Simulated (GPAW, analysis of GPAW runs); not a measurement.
# Reproducing a measured hyperfine coupling: N2V- centre in diamond (GPAW), part 2 of 2

How near does this set-up come to the measured hyperfine coupling? Subject: N2V- centre in diamond. Set-up: PBE, plane waves 500 eV, 64-site cell, PBE lattice, k: the zone centre alone. The model is a cell of 64 host atoms with 1 site emptied, N put on another atom's site and N put on another atom's site. The isotropic coupling follows from the spin density at the nucleus, the nuclear g-factor and the total spin. This set-up takes another sampling or smearing than the usual one for this cell.

GPAW 26.7.0; PBE, plane waves 500 eV, 64-site cell, PBE lattice, k: the zone centre alone.

So far: Set-up; Relaxation, charge −1.

### Step 2. Relaxation, charge −1 (continued)

Level of this step: GPAW plane-wave PAW DFT, PBE; relaxation of all atoms of a defect supercell (GPAW).

Step by step:

```
step  energy less that of the first step (eV)
   0                                   0.0000
   1                                  -1.0547
   2                                  -1.4473
   3                                  -1.5336
   4                                  -1.5649
   5                                  -1.5703
   6                                  -1.5725
   7                                  -1.5730
   8                                  -1.5733
   9                                  -1.5734
```

The atoms that moved most (Å):

```
atom      dx      dy      dz  length
 C48   0.106   0.059  -0.059   0.135
  N4  -0.066  -0.080  -0.085   0.134
 N26  -0.082   0.066   0.076   0.129
 C41   0.100  -0.057   0.042   0.123
  C6   0.012  -0.059   0.009   0.061
 C13   0.008   0.058   0.003   0.059
 C20   0.013  -0.011   0.056   0.059
 C22   0.009  -0.016   0.042   0.046
```

Neighbours of the ideal centre at the end:

```
atom  distance (Å)
 C41         1.662
 C48         1.664
 N26         1.692
  N4         1.694
 C14         2.484
 C22         2.487
 C45         2.512
 C52         2.513
 C36         2.513
 C37         2.515
 C13         2.519
 C30         2.519
 C20         2.520
  C5         2.520
  C6         2.522
  C7         2.522
```

Read from the output:

```yaml
total_moment: 1.0000 μB
```

First to last step the energy falls by 1.573 eV; the largest move, 0.13 Å, is that of C48 and 1 other atom alike.

### Step 3. Hyperfine parameters

The relaxed structure is kept, and the final numbers are taken at the final level and k-points.

This step: GPAW plane-wave PAW DFT, PBE; single point of a defect supercell.

The input, run.py:

```python
import numpy as np
from ase.io import read, write
from ase.parallel import parprint, world
from gpaw import GPAW, PW
from gpaw.hyperfine import hyperfine_parameters
from gpaw.mpi import serial_comm
from ase import units

atoms = read('POSCAR')
magmoms = np.zeros(len(atoms))
magmoms[[3, 25, 40, 47]] = 1 / 4
atoms.set_initial_magnetic_moments(magmoms)
calc = GPAW(mode=PW(500),
            xc='PBE',
            kpts={'size': (1, 1, 1), 'gamma': True},
            charge=-1,
            occupations={'name': 'fermi-dirac', 'width': 0.01, 'fixmagmom': True},
            nbands=136,
            convergence={'density': 1e-05, 'bands': 133},
            maxiter=150,
            symmetry='off',
            txt='gpaw.txt')
atoms.calc = calc
energy = atoms.get_potential_energy()
forces = atoms.get_forces()
parprint(f'Energy: {energy:.6f} eV, largest force {np.linalg.norm(forces, axis=1).max():.4f} eV/A')
calc.write('gs.gpw')
write('final.xyz', atoms)
parprint('Moments:', atoms.get_magnetic_moments().round(3))
for s in range(calc.get_number_of_spins()):
    parprint('Levels (eV), spin', s, calc.get_eigenvalues(kpt=0, spin=s)[-16:].round(3))
mhz = units._e / units._hplanck * 1e-6 / max(abs(atoms.get_magnetic_moment()), 1e-9)
world.barrier()
if world.rank == 0:
    serial = GPAW('gs.gpw', communicator=serial_comm, txt=None)
    A = hyperfine_parameters(serial)  # eV, to be multiplied by the nuclear g-factor
    parprint('Coupling n 15N (MHz):', round(np.mean([np.trace(A[i]) / 3 for i in [3]]) * -0.56637768 * mhz, 3))
    parprint('Coupling c 13C (MHz):', round(np.mean([np.trace(A[i]) / 3 for i in [40, 47]]) * 1.4048236 * mhz, 3))
```

The input, POSCAR:

```
C  N  C  N  C 
 1.0000000000000000
     7.1439157092096872   -0.0000000000000009   -0.0000000000000000
     0.0000000000000000    7.1439157092096899   -0.0000000000000000
    -0.0000000000000009   -0.0000000000000009    7.1439157092096899
 C   N   C   N   C  
   3   1  21   1  37
Direct
 -0.0014128064230921 -0.0015499510983487  0.2497014946159467
 -0.0014043824715157  0.2499440156744981 -0.0017605456883801
[... 1 atom line left out ...]
  0.2380230827482863  0.2382210078159319  0.2379703581620324
[... 8 atom lines left out ...]
  0.1253583421827737  0.3809096160655900  0.6239799630129087
  0.3770696575447141  0.1289629381842079  0.6207850414980067
[... 7 atom lines left out ...]
  0.3770592010943526  0.6210335018763553  0.1287015843166652
[... 3 atom lines left out ...]
  0.2380426098543832  0.5117636921844997  0.5115185507142913
[... 3 atom lines left out ...]
  0.3692793248664809  0.6244468792162593  0.6242172572460720
[... 5 atom lines left out ...]
  0.6241518127449008  0.1265925798696256  0.3767760006644549
  0.6241323724259422  0.3770200670939836  0.1263374214839169
[... 3 atom lines left out ...]
  0.5120276636641143  0.2418935525474127  0.5078481168699788
[... 3 atom lines left out ...]
  0.6241415340681935  0.3729625010223919  0.6231716360063967
[... 2 atom lines left out ...]
  0.5119952066742172  0.5080821229904381  0.2416390296675224
[... 3 atom lines left out ...]
  0.6241261685453530  0.6234068851426421  0.3727007132191582
[... 10 atom lines left out ...]
  0.8744750406204204  0.8749942670714290  0.8747532507898705
```

The run is started by

```
OMP_NUM_THREADS=1 mpirun -n 4 gpaw python run.py > stdout
```

Output:

```text
__  _  _
 | _ |_)|_||  |
 |__||  | ||/\| - 26.7.0

Input parameters:
  mode=PW(ecut=500.0),
  charge=-1,
  convergence={'density': 1e-05, 'bands': 133},
  kpts=MonkhorstPack(size=(1, 1, 1), gamma=True),
  maxiter=150,
  nbands=136,
  occupations=Occupations(name='fermi-dirac', width=0.01, fixmagmom=True),
  symmetry=Symmetry(point_group=False, time_reversal=False),
  xc=XC(name='PBE')

Diagonalizing LCAO Hamiltonian
Converting LCAO to pw mode

                 C        C
            C  C     C C
         C   C C  C   C C
          C C   C C  C   C
          CC     C C      C
       C    CNC C    CCC
        C      C C    CCC
         CCC C    C C
          C N   C  C C   C
       C   C  C C  C  C
        C     C  C     C
           C        C

Atoms  # Å, Bohr magnetons
|    | symbol |         x |         y |         z |    initial magnetic moments |
|----|--------|-----------|-----------|-----------|-----------------------------|
|  0 |      C | -0.010093 | -0.011073 |  1.783846 | ( 0.0000,  0.0000,  0.0000) |
|  1 |      C | -0.010033 |  1.785579 | -0.012577 | ( 0.0000,  0.0000,  0.0000) |
|  2 |      C |  1.786858 | -0.010516 | -0.012465 | ( 0.0000,  0.0000,  0.0000) |
|  3 |      N |  1.700417 |  1.701831 |  1.700040 | ( 0.0000,  0.0000,  0.2500) |
|  4 |      C |  0.895468 |  0.898580 |  2.634998 | ( 0.0000,  0.0000,  0.0000) |
|  5 |      C |  0.895595 |  2.636829 |  0.896888 | ( 0.0000,  0.0000,  0.0000) |
|  6 |      C |  2.638091 |  0.896996 |  0.895172 | ( 0.0000,  0.0000,  0.0000) |
|  7 |      C |  0.000921 |  0.005400 |  5.350945 | ( 0.0000,  0.0000,  0.0000) |
|  8 |      C |  0.017707 |  1.805555 |  3.550646 | ( 0.0000,  0.0000,  0.0000) |
|  9 |      C |  1.794973 |  0.018321 |  3.553030 | ( 0.0000,  0.0000,  0.0000) |
| 10 |      C |  1.795005 |  1.803243 |  5.337930 | ( 0.0000,  0.0000,  0.0000) |
[...]
| 25 |      N |  1.700556 |  3.655997 |  3.654245 | ( 0.0000,  0.0000,  0.2500) |
[...]
| 58 |      C |  5.350491 |  5.356802 |  5.354957 | ( 0.0000,  0.0000,  0.0000) |
| 59 |      C |  4.456640 |  4.463140 |  6.243627 | ( 0.0000,  0.0000,  0.0000) |
| 60 |      C |  4.456476 |  6.245487 |  4.461364 | ( 0.0000,  0.0000,  0.0000) |
| 61 |      C |  6.242396 |  4.466392 |  4.464622 | ( 0.0000,  0.0000,  0.0000) |
| 62 |      C |  6.247176 |  6.250885 |  6.249163 | ( 0.0000,  0.0000,  0.0000) |

Unit cell  # Å
| periodic |         x |         y |         z |  lengths |    angles |
|----------|-----------|-----------|-----------|----------|-----------|
|      yes |  7.143916 | -0.000000 | -0.000000 | 7.143916 | 90.000000 |
|      yes |  0.000000 |  7.143916 | -0.000000 | 7.143916 | 90.000000 |
|      yes | -0.000000 | -0.000000 |  7.143916 | 7.143916 | 90.000000 |

Number of symmetries: 1
Symmetry operations  # r_c * U_cc + t_c -> r_c
|   | kind |            matrix            |
|---|------|------------------------------|
| 0 |  E   |  1, 0, 0,  0, 1, 0,  0, 0, 1 |

BZ-sampling:
  Number of BZ points: 1
  Number of IBZ points: 1

  Monkhorst-Pack size: [1, 1, 1]
  Monkhorst-Pack shift: [0, 0, 0]

K-points  # in reciprocal-cell coordinates
|   |                                coordinates |     weight |
|---|--------------------------------------------|------------|
| 0 | (  0.00000000,   0.00000000,   0.00000000) | 1.00000000 |

Plane wave coefficients: 4586
Cutoff: 500.0 eV

Spin-components: 2 (collinear spins)
Bands:           136
Projectors:      315
Spin-degeneracy: 1
Datatype:        float64

Density:
  Valence electrons: 254.0
  Components: 2
  Grid points: [40 40 40]
  Charge: -1.0  # |e|

Potential:
  Grid points: [40 40 40]

species:
  C:
    name:    Carbon
    Z:       6.0
    valence: 4
    core:    2
    charge:  0.0  # [|e|]
    compensation charges:
      type: gauss
      rc: 0.20  # [Å]
      lmax: 2
    cutoffs:
      filter: 1.14  # [Å]
      core: 1.14  # [Å]
    projectors
    | kind |    occ | energy [eV] | rcut [Å] |
    |------|--------|-------------|----------|
    |   2s |  2.000 |     -13.751 |    0.635 |
    |   2p |  2.000 |      -5.284 |    0.635 |
    |    s |        |      13.461 |    0.635 |
    |    p |        |      21.927 |    0.635 |
    |    d |        |       0.000 |    0.635 |

    Using partial waves for C as LCAO basis

  N:
    name:    Nitrogen
    Z:       7.0
    valence: 5
    core:    2
    charge:  0.0  # [|e|]
    compensation charges:
      type: gauss
      rc: 0.18  # [Å]
      lmax: 2
    cutoffs:
      filter: 1.11  # [Å]
      core: 0.96  # [Å]
    projectors
    | kind |    occ | energy [eV] | rcut [Å] |
    |------|--------|-------------|----------|
    |   2s |  2.000 |     -18.583 |    0.603 |
    |   2p |  3.000 |      -7.089 |    0.529 |
    |    s |        |       8.629 |    0.603 |
    |    p |        |      20.123 |    0.529 |
    |    d |        |       0.000 |    0.577 |

    Using partial waves for N as LCAO basis

Reference energy: -65648.758053  # eV

eigensolver:
  PPCG
  Converge bands: 133
  niter=2

density mixing:
  MSR1-Mixer
  Pratt-step length: 0.05
  Maximum mixing coefficient: 0.75
  Old densities: 10
  SVD Regularization: 0.005
  Good broyden scale: 1.0
  Trust region scale: 1.0
  Backstep threshold: 4.0
  History deletion threshold: 6.0
  Fourier metric: weight=20.0, sigma=0.015

occupation numbers:
  Fixed magnetic moment: 1.000
  Fermi-Dirac:
    width: 0.0100  # eV

poisson solver:
  ecut: 4000.0  # eV
  uniform background charge: -1.0  # electrons

xc functional:
  name: PBE with 2 nearest neighbor stencil

Initialization done in: 13.826 s

convergence criteria:
- Maximum integral of absolute [dens]ity change: 1e-05 electrons / valence electron
- Maximum [total energy] change in last 3 cyles: 0.0005 eV / valence electron
- Maximum integral of absolute [eigenst]ate change: 4e-08 eV^2 / valence electron
maximum number of iterations: 150

SCF iterations
|iter     | |      energy | eigst |  dens |  magmom |
|---------|-|-------------|-------|-------|---------|
|iter:   1| | -561.364577 | +0.18 |       |  +0.9992|
|iter:   2| | -559.168058 | -1.69 | -0.79 |  +0.9993|
|iter:   3| | -546.240535 | -1.16 | -0.81 |  +0.9998|
|iter:   4| | -546.050287 | -0.98 | -1.43 |  +1.0000|
|iter:   5| | -545.391053 | -1.41 | -1.88 |  +1.0000|
|iter:   6| | -545.405046 | -2.27 | -2.29 |  +1.0000|
|iter:   7| | -545.404992c| -2.59 | -2.68 |  +1.0000|
|iter:   8| | -545.405208c| -2.74 | -3.17 |  +1.0000|
|iter:   9| | -545.405252c| -2.94 | -3.64 |  +1.0000|
|iter:  10| | -545.405269c| -3.05 | -3.88 |  +1.0000|
|iter:  11| | -545.405274c| -3.24 | -4.10 |  +1.0000|
|iter:  12| | -545.405276c| -3.36 | -4.35 |  +1.0000|
|iter:  13| | -545.405277c| -3.48 | -4.64 |  +1.0000|
|iter:  14| | -545.405277c| -3.63 | -5.05c|  +1.0000|
|iter:  15| | -545.405277c| -3.73 | -5.38c|  +1.0000|
|iter:  16| | -545.405277c| -3.86 | -5.62c|  +1.0000|
|iter:  17| | -545.405277c| -3.97 | -6.00c|  +1.0000|
|iter:  18| | -545.405277c| -4.11 | -6.28c|  +1.0000|
|iter:  19| | -545.405277c| -4.18 | -6.68c|  +1.0000|
|iter:  20| | -545.405277c| -4.35 | -6.87c|  +1.0000|
|iter:  21| | -545.405277c| -4.42 | -7.27c|  +1.0000|
|iter:  22| | -545.405277c| -4.58 | -7.50c|  +1.0000|
|iter:  23| | -545.405277c| -4.66 | -7.74c|  +1.0000|
[...]
|iter:  29| | -545.405277c| -5.32 | -9.09c|  +1.0000|
|iter:  30| | -545.405277c| -5.45 | -9.22c|  +1.0000|
|iter:  31| | -545.405277c| -5.52 | -9.54c|  +1.0000|
|iter:  32| | -545.405277c| -5.65 | -9.87c|  +1.0000|
|iter:  33| | -545.405277c| -5.72 | -9.99c|  +1.0000|
|iter:  34| | -545.405277c| -5.83 |-10.26c|  +1.0000|
|iter:  35| | -545.405277c| -5.91 |-10.33c|  +1.0000|
|iter:  36| | -545.405277c| -6.01 |-10.64c|  +1.0000|
|iter:  37| | -545.405277c| -6.09 |-10.68c|  +1.0000|
|iter:  38| | -545.405277c| -6.16 |-10.85c|  +1.0000|
|iter:  39| | -545.405277c| -6.25 |-11.05c|  +1.0000|
|iter:  40| | -545.405277c| -6.31 |-11.38c|  +1.0000|
|iter:  41| | -545.405277c| -6.40 |-11.43c|  +1.0000|
|iter:  42| | -545.405277c| -6.45 |-11.81c|  +1.0000|
|iter:  43| | -545.405277c| -6.55 |-11.81c|  +1.0000|
[...]
|iter:  48| | -545.405277c| -6.93 |-13.09c|  +1.0000|
|iter:  49| | -545.405277c| -7.04 |-13.34c|  +1.0000|
|iter:  50| | -545.405277c| -7.12 |-13.67c|  +1.0000|
|iter:  51| | -545.405277c| -7.22 |-13.74c|  +1.0000|
|iter:  52| | -545.405277c| -7.32 |-14.08c|  +1.0000|
|iter:  53| | -545.405277c| -7.41c|-13.99c|  +1.0000|

Converged in 53 steps
SCF loop duration: 101.491 s (1.915 s/step)
Energy contributions relative to reference atoms: (reference = -65648.758053)

Energy contributions:
  Kinetic:         538.128665
  Coulomb:        -473.126408
  Zero:              0.554007
  External:          0.000000
  Xc:             -610.961542
  Entropy:          -0.000000
  Spinorbit:         0.000000
  ----------------------------
  Free energy:    -545.405277
  Extrapolated:   -545.405277

dipole moment: (-3.744046, -3.074211, 24.751595)  # |e|*Ang

Total magnetic moment: (0.000000, 0.000000, 1.000000)

Local magnetic moments
|        x |        y |         z |
|----------|----------|-----------|
| 0.000000 | 0.000000 |  0.002297 |  # C    0
| 0.000000 | 0.000000 |  0.002299 |  # C    1
| 0.000000 | 0.000000 | -0.000261 |  # C    2
| 0.000000 | 0.000000 |  0.001238 |  # N    3
| 0.000000 | 0.000000 |  0.000127 |  # C    4
| 0.000000 | 0.000000 |  0.000127 |  # C    5
| 0.000000 | 0.000000 | -0.000423 |  # C    6
| 0.000000 | 0.000000 |  0.000971 |  # C    7
| 0.000000 | 0.000000 |  0.002004 |  # C    8
| 0.000000 | 0.000000 |  0.002778 |  # C    9
[...]
Fermi levels: 14.886, 14.418
Eigenvalues  # (at kpt = [0.000, 0.000, 0.000])
| band index |      eig [eV] | occ [0-1] |      eig [eV] | occ [0-1] |
|------------|---------------|-----------|---------------|-----------|
|          0 |        -9.955 |     1.000 |        -9.945 |     1.000 |
|        ... |               |           |               |           |
|        120 |         9.059 |     1.000 |         9.102 |     1.000 |
|        121 |         9.583 |     1.000 |         9.714 |     1.000 |
|        122 |        10.716 |     1.000 |        10.724 |     1.000 |
|        123 |        11.097 |     1.000 |        11.223 |     1.000 |
|        124 |        11.152 |     1.000 |        11.225 |     1.000 |
|        125 |        12.219 |     1.000 |        12.226 |     1.000 |
|        126 |        13.036 |     1.000 |        13.554 |     1.000 |
|        127 |        13.946 |     1.000 |        14.800 |     0.000 |
|        128 |        15.862 |     0.000 |        15.871 |     0.000 |
|        129 |        15.989 |     0.000 |        16.010 |     0.000 |
|        130 |        16.015 |     0.000 |        16.024 |     0.000 |
|        131 |        16.123 |     0.000 |        16.128 |     0.000 |
|        132 |        16.185 |     0.000 |        16.197 |     0.000 |
|        133 |        16.211 |     0.000 |        16.253 |     0.000 |
|        134 |        16.396 |     0.000 |        16.408 |     0.000 |
|        135 |        16.598 |     0.000 |        16.609 |     0.000 |

Gap: 1.062 eV
Transition (v -> c):
  (s=1, k=0, n=127, [0.00, 0.00, 0.00]) -> (s=0, k=0, n=128, [0.00, 0.00, 0.00])
No difference between direct/indirect transitions

Forces  # eV/Ang
|        x |        y |        z |
|----------|----------|----------|
[...]
| -0.00021 |  0.00024 |  0.00110 |  # C   58
| -0.00468 | -0.00258 |  0.00006 |  # C   59
|  0.00027 | -0.00405 | -0.00475 |  # C   60
| -0.00136 | -0.00191 | -0.00328 |  # C   61
|  0.00009 |  0.00012 |  0.00050 |  # C   62

# Writing to gs.gpw (mode='')
```

Wall time 2 min (4 MPI ranks of Intel Xeon Platinum 8375C at 2.90GHz (Ice Lake), shared host); peak memory 1.6 GiB.

This step gave:

| Property | Result |
| --- | --- |
| total moment | 1.0000 μB |

### Step 4. Summary of results

| Item | Value |
| --- | --- |
| 15N, isotropic | 5.4 MHz |
| 13C, the two neighbours of the vacancy, isotropic | 152.1 MHz |

15N, isotropic: computed 5.4 MHz, measured 4.02 MHz; 1.4 MHz (35 %) above the measurement. 13C, the two neighbours of the vacancy, isotropic: computed 152.1 MHz, measured 240.7 MHz; 88.6 MHz (37 %) below the measurement. Only the isotropic (Fermi contact) part is computed, with core polarisation; no vibrational averaging. Limits: the zone centre alone is a coarse sampling for this cell; the periodic copies of the defect are only 7.1 Å apart.

[Logs are printed without paths, hosts, clocks, repeated set-up lines and the standing remarks that a program may print on its own settings, such as how far it seeks lower states.]

[Hosts, paths, dates, database ids (printed as entryN), source tags and the programs' standing remarks are cut or masked in the printed files.]

[For some hosts the program warned that the k-mesh of the response run may be too coarse for force constants and the static dielectric constant; such warnings are not shown here.]
